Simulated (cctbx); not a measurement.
**Diagnosing a refinement**

Cell a = 12.3870 Å, b = 5.1440 Å, c = 11.5450 Å, α = 90.00°, β = 101.53°, γ = 90.00°; space group C2/c (no. 15).

The data are simulated with cctbx, not measured: Mo Kα, λ = 0.71073 Å, to d = 0.6 Å, 95 % of the full sphere, strongest reflection 5000 counts, noise from counting, a 1.5 % proportional error and a noise floor of 8 counts (s.d.); no absorption.

An anisotropic refinement with weights 1/σ² prints:

```text
Rint 0.051, 1750 unique reflections to 0.60 A
cycle     R1     wR2    GooF  max shift (A)
   1  0.1261  0.2500   5.309   0.00792
   2  0.1245  0.2458   5.221   0.00002
final R1 0.1245 wR2 0.2458 GooF 5.221  parameters 50  data/parameter 35.0
atom        x        y        z      Ueq    occ   su(xyz)  su(Uiso or U11)
Zn1    0.72470  0.20198  0.34745   0.0029  1.000  0.00025  0.0004
S1     0.63300  0.80292  0.54926   0.0033  1.000  0.00054  0.0008
S2     0.00000  0.62851  0.75000   0.0039  1.000  0.00069  0.0012
O1     0.74755  0.49328  0.47158   0.0038  1.000  0.00149  0.0027  NPD
O2     0.69280  0.61938  0.68732   0.0051  1.000  0.00149  0.0030
O3     0.61374  0.12123  0.63678   0.0051  1.000  0.00150  0.0029
difference map: max 33.68 min -1.90 rms 1.03
Q1    0.0778  0.4208  0.8538    8   34.35  1.74 A from S2
Q2    0.2343  0.3032  0.8481    8    4.13  0.12 A from Zn1
Q3    0.0000  0.4121  0.2500    4    2.84  0.21 A from S2
Q4    0.0258  0.3290  0.8151    8    2.20  1.72 A from S2
Q5    0.1471  0.4245  0.8797    8    2.14  1.28 A from Zn1
Q6    0.0141  0.4264  0.8655    8    2.00  1.67 A from S2
```

Q: Accept it or mend it, and why?

Mend it. The fault: an atom left out, O at (0.5781, 0.0793, 0.3540). Against the right model at the same level, R1 goes from 0.0248 to 0.1245 and GooF from 0.95 to 5.22, the top difference peak, 34.4 e/Å³, lies 1.74 Å from S2 and O1 goes non-positive-definite. Q1 is the missing atom. With scattering power missing, scale and phases suffer, so peaks may also grow on the heavy atoms.

The compound is Zn2S3O8. The right model at the same level gives:

```text
Rint 0.051, 1750 unique reflections to 0.60 A
cycle     R1     wR2    GooF  max shift (A)
   1  0.0279  0.0507   1.080   0.00142
   2  0.0248  0.0447   0.951   0.00000
final R1 0.0248 wR2 0.0447 GooF 0.951  parameters 59  data/parameter 29.7
atom        x        y        z      Ueq    occ   su(xyz)  su(Uiso or U11)
Zn1    0.72481  0.20183  0.34743   0.0037  1.000  0.00004  0.0001
S1     0.63306  0.80306  0.54923   0.0044  1.000  0.00010  0.0001
S2     0.00000  0.62750  0.75000   0.0043  1.000  0.00012  0.0002
O1     0.57815  0.07927  0.35402   0.0046  1.000  0.00025  0.0005
O2     0.74808  0.49322  0.47135   0.0042  1.000  0.00026  0.0005
O3     0.69234  0.61938  0.68678   0.0058  1.000  0.00027  0.0005
O4     0.61386  0.12042  0.63640   0.0062  1.000  0.00027  0.0005
difference map: max 1.20 min -1.26 rms 0.29
Q1    0.2441  0.4230  0.0818    8    1.24  0.73 A from O2
Q2    0.1872  0.3349  0.9649    8    1.12  1.27 A from O2
Q3    0.1194  0.1198  0.5739    8    1.07  1.01 A from S1
Q4    0.2136  0.3604  0.8727    8    1.03  0.47 A from Zn1
Q5    0.1181  0.1312  0.1888    8    1.03  1.41 A from O4
Q6    0.0277  0.4403  0.6190    8    1.02  1.40 A from O4
```

This is a model crystal, built by substitution and not relaxed, with assumed displacement parameters.

[Middle refinement cycles are left out of these outputs.]

[Logs are printed without paths, hosts, clocks, repeated set-up lines and the standing remarks that a program may print on its own settings, such as how far it seeks lower states.]
